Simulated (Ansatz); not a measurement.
## TiTe2 monolayer (2H): from the cell to its phonons

Aim: the vibrations of TiTe2 monolayer (2H), their spectra, and whether the structure is stable.

Method: DFT PBE, scalar-relativistic, plane waves, PAW, in Ansatz 0.2.0.

### Step 1. Starting point

The cell holds 3 atoms: 1 Ti and 2 Te. Its edges and angles: a = 3.730 Å, b = 3.730 Å, c = 20.000 Å, α = 90.0°, β = 90.0°, γ = 120.0°. Vacuum lies along c.

### Step 2. Bringing the structure to rest

Harmonic phonons are second derivatives at a point where the forces vanish, and they are wanted at zero stress, so atoms and cell are relaxed first.

The program solves this slab on a cell height of its own, 31.0 Å, in place of the one typed.

Input file input.yaml:

```yaml
crystal:
  lattice:
    - [3.73, 0.0, 0.0]
    - [-1.865, 3.23027, 0.0]
    - [0.0, 0.0, 20.0]
  atoms:
    - { symbol: Ti, position: [0.333333, 0.666667, 0.5] }
    - { symbol: Te, position: [0.666667, 0.333333, 0.59] }
    - { symbol: Te, position: [0.666667, 0.333333, 0.41] }
  periodic: [true, true, false]
kpoints:
  mp_grid: { grid: [12, 12, 1] }
hamiltonian:
  xc: pbe
scf:
  occupations: { method: gaussian, width: 0.01 }
output:
  forces: true
  stress: true
  eigenvalues: true
  write_density: true
  write_potential: true
  elf: true
  volumetric_format: npy
relax:
  adjacent_minimum: "off"
  f_tol: 0.005
  max_steps: 80
  cell: { stress_2d_tol: 0.02 }
```

Command:

```sh
ansatz run input.yaml --threads 8 --pin off --max-ram 14336MiB --backend cpu --events-out ev --progress --plain --runs-dir out
```

Numbers of over 12 decimals in the logs are rounded to 6 here.

What it wrote:

```text
Warning: crystal.periodic: the lattice vector that does not repeat stood 0.000° off the slab's normal, 20.000 Å along it as the deck builds it. The run solves the slab on a vector along the normal, 31.000 Å long, with every atom where it was (on the deck's vector they left 16.40 Å outside them, and the widest stretch free of ions among them is 1.80 Å). A fractional position that the run reports is one of the run's ce [...]
Warning: the atoms were moved onto the symmetric positions of the space group found under crystal.symmetry.tolerance 1.0e-5 (fractional; no operation is sought that the atoms, as they stand in a round, miss by more than twice it, and no atom is moved by as much as it), and the run uses the moved positions. Before a round's move an operation carried an atom to 4.97e-6 Å from where it should land, the largest such dist [...]
crystal.periodic: the lattice vector that does not repeat stood 0.000° off the slab's normal, 20.000 Å along it as the deck builds it. The run solves the slab on a vector along the normal, 31.000 Å long, with every atom where it was (on the deck's vector they left 16.40 Å outside them, and the widest stretch free of ions among them is 1.80 Å). A fractional position that the run reports is one of the run's cell, which [...]
Engine: ansatz 0.2.0, x86_64-unknown-linux-gnu
Pseudopotentials: kind: paw
Pseudopotential: Ti, paw, valence charge 12, recommended cutoff 420 eV (normal), Ti.paw.azcp
Pseudopotential: Te, paw, valence charge 16, recommended cutoff 420 eV (normal), Te.paw.azcp
Functional definition: PBE
  parameter kappa = 0.804
  parameter beta = 0.066725
  exchange = pbe_x(kappa = kappa, mu = beta*pi^2/3)
  correlation = pbe_c(beta = beta)
Crystal: 3 atoms, lattice volume = 373.516 Å³
Basis set: ecut = 420 eV, 7363 PW (Γ), exchange–correlation on 50×50×432 points (8 copies of the dense FFT grid, shifted against one another)
Bands: 27, of which v1, the nominal top of the filled ones, is band 22 counted from 1 (21 counted from 0)
Symmetry: 12 space group operations
Space group: P-6m2 (ITA 187), of the structure as read, at distance tolerance 7.2e-5 Å
k-points: 19 of 144 (time reversal used)
Non-local potential: Ti, projectors of the file, l = 0: 3, l = 1: 2, l = 2: 3, l = 3: 1
Non-local potential: Te, projectors of the file, l = 0: 2, l = 1: 2, l = 2: 2, l = 3: 2
PAW form: soft (Blöchl's): semilocal exchange-correlation on the pseudo side does not see the compensation charge
PAW one-centre angular grid: Ti, 590 points (default); XC on 64 Gauss nodes
PAW one-centre angular grid: Te, 590 points (default); XC on 64 Gauss nodes
Initial density: superposition of atomic densities (neutral atoms: chi_scale 0, normalization atom), corrected by the library's trained network
Initial wavefunctions: pseudopotential atomic-orbital guess
Functional: x = pbe(κ = 0.804, μ = 0.219515), c = pbe(β = 0.066725)
SCF iter   1: F=—  HF=-16461.360086 eV  |F-HF|=—  |Δ(HF+E_count)|=         —  Δρ=3.50e-3  dr2=1.10e-1  ethr=1.77e-3  ⟨swp⟩=14.6  Hψ=3421  notcnv=0
preconditioner: auto → Resta (q_TF=auto, 1.910 Å⁻¹)  ε∞=2.6  [insulator: Δε(μ)=0.164 eV  Ē_g=6.101 eV  σ=0.010 eV  W_gap=1.00  n_scr=18 (ndim 8)  ℏωp=7.7 eV  f_vac=0.752  D(μ)=0.00/eV (n_scr^D=0)  ε∞_Penn≈2.6  vacuum switching on, ρ_ref=2.7e-3 e/Å³]
SCF iter   2: F=—  HF=-16461.378474 eV  |F-HF|=—  |Δ(HF+E_count)|=   1.84e-2  Δρ=6.54e-3  dr2=3.46e-1  ethr=2.50e-4  ⟨swp⟩=4.2  Hψ=1155  notcnv=0  defer=19  recentre
SCF iter   3: F=—  HF=-16461.351703 eV  |F-HF|=—  |Δ(HF+E_count)|=   2.68e-2  Δρ=2.38e-3  dr2=4.61e-2  ethr=2.50e-4  ⟨swp⟩=3.4  Hψ=772  notcnv=0  defer=19
SCF iter   4: F=—  HF=-16461.349169 eV  |F-HF|=—  |Δ(HF+E_count)|=   2.53e-3  Δρ=1.42e-3  dr2=5.58e-3  ethr=1.05e-4  ⟨swp⟩=2.9  Hψ=737  notcnv=0  defer=19
SCF iter   5: F=—  HF=-16461.350623 eV  |F-HF|=—  |Δ(HF+E_count)|=   1.45e-3  Δρ=2.28e-4  dr2=2.50e-4  ethr=1.27e-5  ⟨swp⟩=3.6  Hψ=1103  notcnv=0  defer=19
SCF iter   6: F=—  HF=-16461.350672 eV  |F-HF|=—  |Δ(HF+E_count)|=   4.88e-5  Δρ=1.30e-4  dr2=6.03e-5  ethr=5.68e-7  ⟨swp⟩=3.4  Hψ=884  notcnv=0  defer=19
SCF iter   7: F=—  HF=-16461.350720 eV  |F-HF|=—  |Δ(HF+E_count)|=   4.76e-5  Δρ=3.63e-5  dr2=4.27e-6  ethr=1.37e-7  ⟨swp⟩=3.2  Hψ=1065  notcnv=0  defer=19
SCF iter   8: F=—  HF=-16461.350719 eV  |F-HF|=—  |Δ(HF+E_count)|=   8.77e-7  Δρ=1.15e-5  dr2=6.84e-7  ethr=9.71e-9  ⟨swp⟩=3.9  Hψ=1143  notcnv=0  defer=19
iter 9 did not close the SCF: its close was put off until two iterations running show no level that it waits for move by more than its bar (scf_convergence_deferred on its scf_iter line)
SCF iter   9: F=-16461.350719 eV  HF=-16461.350719 eV  |F-HF|=2.77e-8  |Δ(HF+E_count)|=   1.34e-7  Δρ=1.92e-6  dr2=4.36e-8  ethr=2.27e-10  ⟨swp⟩=20.6  Hψ=5579  notcnv=0
SCF iter  10: F=-16461.350719 eV  HF=-16461.350719 eV  |F-HF|=1.26e-9  |Δ(HF+E_count)|=   1.24e-9  Δρ=4.35e-7  dr2=1.07e-9  ethr=9.91e-11  ⟨swp⟩=9.4  Hψ=3354  notcnv=0
SCF 1 converged in 10 iterations: F = -16461.350719 eV  dr2 = 1.07e-9
  greatest PAW one-centre occupation: 0.999 electrons in one spin orbital (limit 2), on the Ti atom at site 0 (counted from 0), in its partial waves of l = 0
relax step   1: F+E_penalty+E_count = -16461.35071886 eV  Δ(F+E_penalty+E_count) = +0.000e0 eV  max|allowed force component| = 8.795e-2 eV/Å  Δτ_max = 0.0000 Å  P = +0.233 N/m  Ω = 373.516 Å³  fix = [c, alpha, beta]  reactions: c +0.000 N/m  (10 SCF iters, dr2 threshold 1.00e-7 eV, accepted)
Crystal: 3 atoms, lattice volume = 377.804 Å³
Basis set: ecut = 420 eV, 7423 PW (Γ), exchange–correlation on 50×50×432 points (8 copies of the dense FFT grid, shifted against one another)
Initial density: handed on by an earlier stage of this run
Initial wavefunctions: those handed on with the density
iter 1 solved again at ethr=4.77e-6 eV; its pass at ethr=3.10e-3 eV (dr2=2.10e-3 eV) is discarded
SCF iter   1: F=—  HF=-16461.348536 eV  |F-HF|=—  |Δ(HF+E_count)|=         —  Δρ=7.89e-4  dr2=2.25e-3  ethr=4.77e-6  ⟨swp⟩=3.3  Hψ=4022  notcnv=0
preconditioner: auto → Resta (q_TF=auto, 1.907 Å⁻¹)  ε∞=2.6  [insulator: Δε(μ)=0.216 eV  Ē_g=6.065 eV  σ=0.010 eV  W_gap=1.00  n_scr=18 (ndim 8)  ℏωp=7.6 eV  f_vac=0.752  D(μ)=0.00/eV (n_scr^D=0)  ε∞_Penn≈2.6  vacuum switching on, ρ_ref=2.7e-3 e/Å³]
SCF iter   2: F=—  HF=-16461.348610 eV  |F-HF|=—  |Δ(HF+E_count)|=   7.39e-5  Δρ=7.45e-4  dr2=4.20e-3  ethr=4.77e-6  ⟨swp⟩=3.6  Hψ=1021  notcnv=0
SCF iter   3: F=—  HF=-16461.348351 eV  |F-HF|=—  |Δ(HF+E_count)|=   2.59e-4  Δρ=4.80e-4  dr2=1.43e-3  ethr=4.77e-6  ⟨swp⟩=3.2  Hψ=840  notcnv=0
[...]
SCF iter   4: F=—  HF=-16461.352516 eV  |F-HF|=—  |Δ(HF+E_count)|=   4.21e-5  Δρ=1.25e-4  dr2=4.53e-5  ethr=1.08e-6  ⟨swp⟩=1.9  Hψ=603  notcnv=0
SCF iter   5: F=—  HF=-16461.352511 eV  |F-HF|=—  |Δ(HF+E_count)|=   4.73e-6  Δρ=2.25e-5  dr2=2.63e-6  ethr=1.03e-7  ⟨swp⟩=3.9  Hψ=1083  notcnv=0
SCF iter   6: F=—  HF=-16461.352561 eV  |F-HF|=—  |Δ(HF+E_count)|=   4.96e-5  Δρ=7.58e-6  dr2=2.85e-7  ethr=5.97e-9  ⟨swp⟩=2.9  Hψ=998  notcnv=0
SCF iter   7: F=—  HF=-16461.352561 eV  |F-HF|=—  |Δ(HF+E_count)|=   9.42e-8  Δρ=1.65e-6  dr2=1.59e-8  ethr=6.48e-10  ⟨swp⟩=2.9  Hψ=1035  notcnv=0
SCF iter   8: F=—  HF=-16461.352561 eV  |F-HF|=—  |Δ(HF+E_count)|=   2.79e-8  Δρ=5.81e-7  dr2=1.71e-9  ethr=3.62e-11  ⟨swp⟩=3.0  Hψ=839  notcnv=0
SCF iter   9: F=—  HF=-16461.352561 eV  |F-HF|=—  |Δ(HF+E_count)|=   5.37e-9  Δρ=1.15e-7  dr2=5.77e-11  ethr=3.88e-12  ⟨swp⟩=3.2  Hψ=1085  notcnv=0
SCF iter  10: F=—  HF=-16461.352561 eV  |F-HF|=—  |Δ(HF+E_count)|=  6.26e-10  Δρ=3.15e-8  dr2=6.45e-12  ethr=1.00e-12  ⟨swp⟩=1.8  Hψ=628  notcnv=0
SCF iter  11: F=-16461.352561 eV  HF=-16461.352561 eV  |F-HF|=2.18e-11  |Δ(HF+E_count)|=  8.00e-11  Δρ=8.99e-9  dr2=4.63e-13  ethr=1.00e-12  ⟨swp⟩=10.1  Hψ=2991  notcnv=0
SCF 3 converged in 11 iterations: F = -16461.352561 eV  dr2 = 4.63e-13
relax step   3: F+E_penalty+E_count = -16461.35256075 eV  Δ(F+E_penalty+E_count) = -1.842e-3 eV  max|allowed force component| = 1.294e-2 eV/Å  Δτ_max = 0.0136 Å  P = +0.118 N/m  Ω = 376.056 Å³  energy of the carried Pulay correction = -7.803e-5 eV  fix = [c, alpha, beta]  reactions: c +0.000 N/m  (11 SCF iters, accepted)
[...]
relax step   4: F+E_penalty+E_count = -16461.35263905 eV  Δ(F+E_penalty+E_count) = -7.829e-5 eV  max|allowed force component| = 4.209e-3 eV/Å  Δτ_max = 0.0001 Å  P = +0.051 N/m  Ω = 376.608 Å³  energy of the carried Pulay correction = -9.491e-5 eV  fix = [c, alpha, beta]  reactions: c +0.000 N/m  (6 SCF iters, dr2 threshold 1.89e-8 eV, accepted)
[...]
relax step   5: F+E_penalty+E_count = -16461.35264837 eV  Δ(F+E_penalty+E_count) = -9.318e-6 eV  max|allowed force component| = 1.243e-4 eV/Å  Δτ_max = 0.0002 Å  P = +0.003 N/m  Ω = 377.028 Å³  energy of the carried Pulay correction = -1.078e-4 eV  fix = [c, alpha, beta]  reactions: c +0.000 N/m  (6 SCF iters, dr2 threshold 3.52e-9 eV, accepted)
Basis set: ecut = 420 eV, 7399 PW (Γ), exchange–correlation on 54×54×432 points (8 copies of the dense FFT grid, shifted against one another)
Initial wavefunctions: pseudopotential atomic-orbital guess (no wavefunctions were taken with the density)
iter 1 solved again at ethr=8.73e-7 eV; its pass at ethr=3.10e-3 eV (dr2=3.84e-4 eV) is discarded
SCF iter   1: F=—  HF=-16461.351094 eV  |F-HF|=—  |Δ(HF+E_count)|=         —  Δρ=6.57e-5  dr2=3.49e-7  ethr=8.73e-7  ⟨swp⟩=5.2  Hψ=5270  notcnv=0
eigensolver tolerance schedule: the retry pair's looser diagonalisation over-reported the residual by 1099.82 of it (diagonalisation noise at 0.45 of the residual, at the tolerance the schedule requests for it); recorded, not acted on — ethr = c·dr2/N_el stays at c = 1.0e-1
preconditioner: auto → Resta (q_TF=auto, 1.907 Å⁻¹)  ε∞=2.6  [insulator: Δε(μ)=0.181 eV  Ē_g=6.040 eV  σ=0.010 eV  W_gap=1.00  n_scr=18 (ndim 8)  ℏωp=7.6 eV  f_vac=0.750  D(μ)=0.00/eV (n_scr^D=0)  ε∞_Penn≈2.6  vacuum switching on, ρ_ref=2.6e-3 e/Å³]
SCF iter   2: F=—  HF=-16461.352158 eV  |F-HF|=—  |Δ(HF+E_count)|=   1.06e-3  Δρ=3.29e-5  dr2=8.67e-8  ethr=7.93e-10  ⟨swp⟩=4.6  Hψ=1368  notcnv=0
SCF iter   3: F=—  HF=-16461.352743 eV  |F-HF|=—  |Δ(HF+E_count)|=   5.85e-4  Δρ=2.33e-6  dr2=1.98e-8  ethr=1.97e-10  ⟨swp⟩=3.8  Hψ=798  notcnv=0
SCF iter   4: F=—  HF=-16461.352750 eV  |F-HF|=—  |Δ(HF+E_count)|=   7.44e-6  Δρ=2.12e-6  dr2=3.36e-8  ethr=4.49e-11  ⟨swp⟩=3.1  Hψ=803  notcnv=0
SCF iter   5: F=—  HF=-16461.352752 eV  |F-HF|=—  |Δ(HF+E_count)|=   1.85e-6  Δρ=8.63e-7  dr2=5.08e-9  ethr=4.49e-11  ⟨swp⟩=1.9  Hψ=607  notcnv=0
SCF iter   6: F=—  HF=-16461.352753 eV  |F-HF|=—  |Δ(HF+E_count)|=   7.36e-7  Δρ=1.62e-7  dr2=1.77e-10  ethr=1.15e-11  ⟨swp⟩=2.4  Hψ=676  notcnv=0
SCF iter   7: F=—  HF=-16461.352753 eV  |F-HF|=—  |Δ(HF+E_count)|=   1.10e-7  Δρ=3.51e-8  dr2=9.39e-12  ethr=1.00e-12  ⟨swp⟩=2.4  Hψ=715  notcnv=0
SCF iter   8: F=-16461.352753 eV  HF=-16461.352753 eV  |F-HF|=4.00e-10  |Δ(HF+E_count)|=   8.49e-9  Δρ=1.46e-8  dr2=7.65e-13  ethr=1.00e-12  ⟨swp⟩=10.2  Hψ=2833  notcnv=0
SCF 6 converged in 8 iterations: F = -16461.352753 eV  dr2 = 7.65e-13
relax step   6: F+E_penalty+E_count = -16461.35275275 eV  Δ(F+E_penalty+E_count) = -1.044e-4 eV  max|allowed force component| = 1.473e-4 eV/Å  Δτ_max = 0.0000 Å  P = +0.003 N/m  Ω = 377.028 Å³  fix = [c, alpha, beta]  reactions: c +0.000 N/m  stress off target by 2.87e-3 N/m on what of the cell is left free  SCF on the basis re-selected at this cell (its energy is not comparable with the rows above)  (8 SCF iters)
basis re-selected at this cell: Δ(F+E_penalty+E_count) = -1.044e-4 eV, ΔP = -0.000 N/m vs the last step (what re-selecting the basis moved, of the pressure what is left beyond the Pulay correction that the steps carried, after the strain that the cell walked since its last selection, with what the two solves' SCF thresholds leave and, on support functions, any second-order correction that the steps lacked; it is no measure of the basis error at this ecutwfc). The dense FFT grid was sized anew with the basis: this SCF ran on 27×27×216 points, the steps before it on 25×25×216, so part of this shift can come from that change (see relax.cell in the input reference). [rest of the remark cut]
SCF converged after 8 iterations
Free energy (F): -16461.352753 eV
Harris-Foulkes:  -16461.352753 eV  (|F-HF|=4.00e-10)
Internal energy: -16461.352753 eV  (E = F + TS)
E sigma→0 (E₀):  -16461.352753 eV
Fermi energy:    -5.221215 eV
--- Per-component energies (eV) ---
  E_band       = -1331.225055
  E_kinetic    = 632.445940
  E_local      = -88372.777839  (includes V_loc(G=0)·N_el)
  E_nonlocal   = -611.707410
  E_hartree    = 44140.990673
  E_xc         = -345.845219
  E_vxc        = -329.894376  (∫ρ·V_xc dr)
  E_paw        = -10372.627734  (= ΣΔE_a)
  E_vpaw       = -931.272506  (= ΣTr[D̂ρ^β])
  E_aug_tail   = -0.000240  (compensation charges beyond the density's cutoff)
  E_ewald      = 38468.169077
  E_smearing   = -0.000000  (= −TS)
  E_closure    = -0.000000  (closes the sum)
  Σ components = -16461.352753   (vs F -16461.352753, Δ=0.00e0)
--- Forces (eV/Å), atoms counted from 1 ---
  atom   1  Ti    -0.00000000    -0.00000000     0.00000000
  atom   2  Te    -0.00000000     0.00000000    -0.00014729
  atom   3  Te    -0.00000000     0.00000000     0.00014729
  max |Σ_I F_I| component: 6.25e-17 eV/Å
--- 2D stress c σ (N/m, compression-positive) ---
        0.002873       0.000000       0.000000
        0.000000       0.002873       0.000000
        0.000000       0.000000       0.000000
  P = ½ c Tr σ = 0.0029 N/m
--- Band table (eV; the first three rows and the last of 19) ---
  k-point 0: bands = [... 18 lower, -6.0417, -6.0417, -5.3116, -5.3116, -4.4290, -2.5098, -2.5098, -2.3720, ... 1 higher]
  k-point 1: bands = [... 18 lower, -6.2926, -6.0113, -5.4233, -5.4120, -4.4606, -2.7880, -2.7090, -2.5160, ... 1 higher]
  k-point 2: bands = [... 18 lower, -6.5212, -5.9294, -5.7239, -5.6960, -4.5963, -3.1631, -3.0949, -2.8503, ... 1 higher]
  k-point 18: bands = [... 18 lower, -8.4446, -7.6615, -7.6453, -5.9876, -4.4783, -3.7782, -3.0212, -2.9917, ... 1 higher]
--- Relaxed structure (5 steps of the walk, 4 accepted, 1 SCFs on fresh bases) ---
  F+E_penalty+E_count = -16461.35275275 eV   max|allowed force component| = 1.473e-4 eV/Å   (the final SCF, on the basis selected at the relaxed cell)
  cell:  # Å, volume = 377.0282 Å³
    - [3.747492, 0, 0]
    - [-1.873746, 3.245423, 0]
    - [0, 0, 31.0]
  atoms:
    - { symbol: Ti, position: [0.333333, 0.666667, 0.322581] }
    - { symbol: Te, position: [0.666667, 0.333333, 0.380203] }
    - { symbol: Te, position: [0.666667, 0.333333, 0.264958] }
```

Elapsed: 20 s, on 8 threads of AMD EPYC 7R43, shared host; peak memory 1.1 GiB.

Relaxation path:

```csv
step,energy less that of the first step (eV),largest force component (eV/Å),volume (Å³)
1,0.0000,0.0880,373.52
2,0.0024,0.2122,377.80
3,-0.0018,0.0129,376.06
4,-0.0019,0.0042,376.61
5,-0.0019,0.0001,377.03
6*,-0.0020,0.0001,377.03
```

Relaxation steps marked * repeat the geometry before them on a plane-wave basis chosen anew for their cell, so energy and pressure can jump there. Relaxation step 2 was tried and not accepted.

Forces are held to the 12 operations that the run works with; a distortion that breaks them can't arise in this run.

```csv
cell as run,before,after,change
a (Å),3.730,3.747,+0.5 %
b (Å),3.730,3.747,+0.5 %
```

The atoms that moved most (Å, along periodic axes as changes of fractional coordinates times the final cell, across vacuum about the mean position):

```csv
atom,dx,dy,dz,length
Te2,0.000,0.000,-0.014,0.014
Te3,0.000,0.000,0.014,0.014
```

Final coordinates:

```cif
data_structure
_symmetry_space_group_name_H-M 'P 1'
_symmetry_Int_Tables_number 1
_cell_length_a 3.7475
_cell_length_b 3.7475
_cell_length_c 31.0000
_cell_angle_alpha 90.000
_cell_angle_beta 90.000
_cell_angle_gamma 120.000
_cell_volume 377.03
loop_
_atom_site_label
_atom_site_type_symbol
_atom_site_fract_x
_atom_site_fract_y
_atom_site_fract_z
_atom_site_occupancy
Ti1 Ti 0.33333 0.66667 0.32258 1
Te2 Te 0.66667 0.33333 0.38020 1
Te3 Te 0.66667 0.33333 0.26496 1
```

This step gave:

| Item | Value |
| --- | --- |
| gap on the k-mesh | 0.1814 eV |
| direct gap on mesh | 0.5316 eV |
| area per atom | 4.054 Å² |

ELF in the ac plane at fractional y = 0.333, with atoms of Te within 0.2 Å of it. It is the smooth field of the valence electrons, not physical close to the nuclei.

Ten even steps from '_' (0.00) to '@' (0.75), each cell a mean:
```
____________________________
____________________________
____________________________
____________________________
____________________________
____________________________
____________________________
____________________________
____________________________
____________________________
____________________________
____________________________
______________..::::::....__
--..____::++%%@@@@@@@@@@%%**
##==::--**%%##++--::--==**##
++--::::++**##**======++**##
--......::==++++++==++++++++
##++::==####**==......--++##
++::__..==##@@@@@@@@@@@@@@%%
__________..::==++++++==--::
____________________________
____________________________
____________________________
____________________________
```
Columns run along a (3.7 Å), rows up along c (31.0 Å). Atoms in or near the plane, at fractional coordinates: Te at (0.67, 0.38), Te at (0.67, 0.26).

Electrostatic potential energy in the ac plane at fractional y = 0.333, with atoms of Te within 0.2 Å of it. With pseudopotentials it is smooth inside the atoms' cores, unlike the true potential.

Ten even steps from '_' (-18 eV) to '@' (0 eV), each cell a mean:
```
@@@@@@@@@@@@@@@@@@@@@@@@@@@@
@@@@@@@@@@@@@@@@@@@@@@@@@@@@
@@@@@@@@@@@@@@@@@@@@@@@@@@@@
@@@@@@@@@@@@@@@@@@@@@@@@@@@@
@@@@@@@@@@@@@@@@@@@@@@@@@@@@
@@@@@@@@@@@@@@@@@@@@@@@@@@@@
@@@@@@@@@@@@@@@@@@@@@@@@@@@@
@@@@@@@@@@@@@@@@@@@@@@@@@@@@
@@@@@@@@@@@@@@@@@@@@@@@@@@@@
@@@@@@@@@@@@@@@@@@@@@@@@@@@@
@@@@@@@@@@@@@@@@@@@@@@@@@@@@
@@@@@@@@@@@@@@@@@@@@@@@@@@@@
@@@@@@@@@@@@@@@@@@@@@@@@@@@@
@@@@@@@@@@@@@@%%%%##%%%%@@@@
##%%%%%%##==..--******==..::
**********++----==++==----++
**++==++++****++++++++++****
**%%%%%%##--__--%%@@%%++__..
%%@@@@@@@@%%**++==++==++**##
@@@@@@@@@@@@@@@@@@@@@@@@@@@@
@@@@@@@@@@@@@@@@@@@@@@@@@@@@
@@@@@@@@@@@@@@@@@@@@@@@@@@@@
@@@@@@@@@@@@@@@@@@@@@@@@@@@@
@@@@@@@@@@@@@@@@@@@@@@@@@@@@
```
Columns run along a (3.7 Å; values clipped at the 3rd and 97th percentile), rows up along c (31.0 Å). Atoms in or near the plane, at fractional coordinates: Te at (0.67, 0.38), Te at (0.67, 0.26).

Valence density in the ac plane at fractional y = 0.333, with atoms of Te within 0.2 Å of it. It is the smooth field of the valence electrons, not physical close to the nuclei.

Ten steps, logarithmic in the rise over the least value, from '0' (0 e/Å³) to '9' (10 e/Å³), each cell a mean:
```
00000000000000
00000000000000
00000000000000
00000000000000
00000000000000
00000000000000
00000000000000
00000000000000
00000000000000
00000000000000
00000000000000
00000000000000
00000000000000
00000011111110
21112346899753
22112234676533
21222222333322
21112347999853
10000123444321
00000000000000
00000000000000
00000000000000
00000000000000
00000000000000
```
Columns run along a (3.7 Å), rows up along c (31.0 Å). Atoms in or near the plane, at fractional coordinates: Te at (0.67, 0.38), Te at (0.67, 0.26).

(Continued in part 2 of 3.)

[Logs are printed without paths, hosts, clocks, repeated set-up lines and the standing remarks that a program may print on its own settings, such as how far it seeks lower states.]

[Hosts, paths, dates, database ids (printed as entryN), source tags and the programs' standing remarks are cut or masked in the printed files.]
